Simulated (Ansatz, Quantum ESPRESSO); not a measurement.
## Equation of state of zinc blende AlN

How stiff is zinc blende AlN under hydrostatic load? Each row scales the relaxed cell evenly and relaxes the atoms. The phase is followed to these pressures whether or not it stays the stable one.

Calculated with Quantum ESPRESSO 7.5, PBEsol, GBRV 1.5 ultrasoft potentials, cutoff 680 eV, Fermi–Dirac smearing 0.02 eV, k-mesh 11×11×11, no spin polarisation, no spin-orbit coupling.

Reference cell, relaxed at zero pressure with PBEsol (F-43m): a = 3.0967 Å, b = 3.0967 Å, c = 3.0967 Å, α = 60.00°, β = 60.00°, γ = 60.00°.

```csv
atom,x,y,z
Al,0.0000,0.0000,0.0000
N,0.7500,0.7500,0.7500
```

| V (Å³/atom) | V/V0 | P (GPa) | E − E0 (meV/atom) |
| --- | --- | --- | --- |
| 9.8688 | 0.9400 | 14.083 | 26.8 |
| 10.0787 | 0.9600 | 8.919 | 11.6 |
| 10.2887 | 0.9800 | 4.238 | 2.9 |
| 10.7087 | 1.0200 | −3.835 | 2.4 |
| 11.1286 | 1.0600 | −10.459 | 21.1 |

V0 = 10.4987 Å³ an atom, where the residual pressure P0 is +0.002 GPa. **Question.** Fit the Birch–Murnaghan law and give the pressure and the energy at V = 10.9186 Å³ an atom, a row left out above.

With the Eulerian strain f = ½[(V0/V)^(2/3) − 1] and F = (P − P0)/[3f(1 + 2f)^(5/2)], the third-order law is the line F = B0 + (3/2) B0 (B′ − 4) f.

| f | F (GPa) |
| --- | --- |
| 0.02106 | 201.07 |
| 0.01380 | 201.28 |
| 0.00678 | 201.34 |
| −0.00656 | 201.56 |
| −0.01905 | 201.71 |

A straight line through the 5 rows: the means are 0.003206 for f and 201.39 for F, Σ(Δx)² = 0.001034 and ΣΔxΔy = −0.01584, so the slope is −0.01584/0.001034 = −15.312 and the intercept 201.39 − (−15.312)(0.003206) = 201.44.

Hence B0 = 201.4 GPa and B′ = 4 + (−15.3)/(1.5 × 201.4) = 3.95. For the withheld volume f = −0.01290, F = 201.64 GPa and P = −7.31 GPa. The run itself gives −7.31 GPa, so the estimate misses by 0.00 GPa, a rounding's worth.

Integrating the same law gives E − E0 = (9/2) B0 V0 f²[1 + (B′ − 4) f] + P0(V0 − V), with 1 GPa Å³ = 6.2415 meV: 9.9 meV an atom. The run itself gives 9.6 meV, so the estimate misses by 0.3 meV; the fitted rows themselves lie up to 0.5 meV off the law.

The same fit over all rows at other levels or in other programs gives B0 = 210 GPa with r2SCAN (Ansatz), 201 GPa with PBEsol (Quantum ESPRESSO, PseudoDojo) and 211 GPa with LDA (Quantum ESPRESSO, GBRV).

[Logs are printed without paths, hosts, clocks, repeated set-up lines and the standing remarks that a program may print on its own settings, such as how far it seeks lower states.]
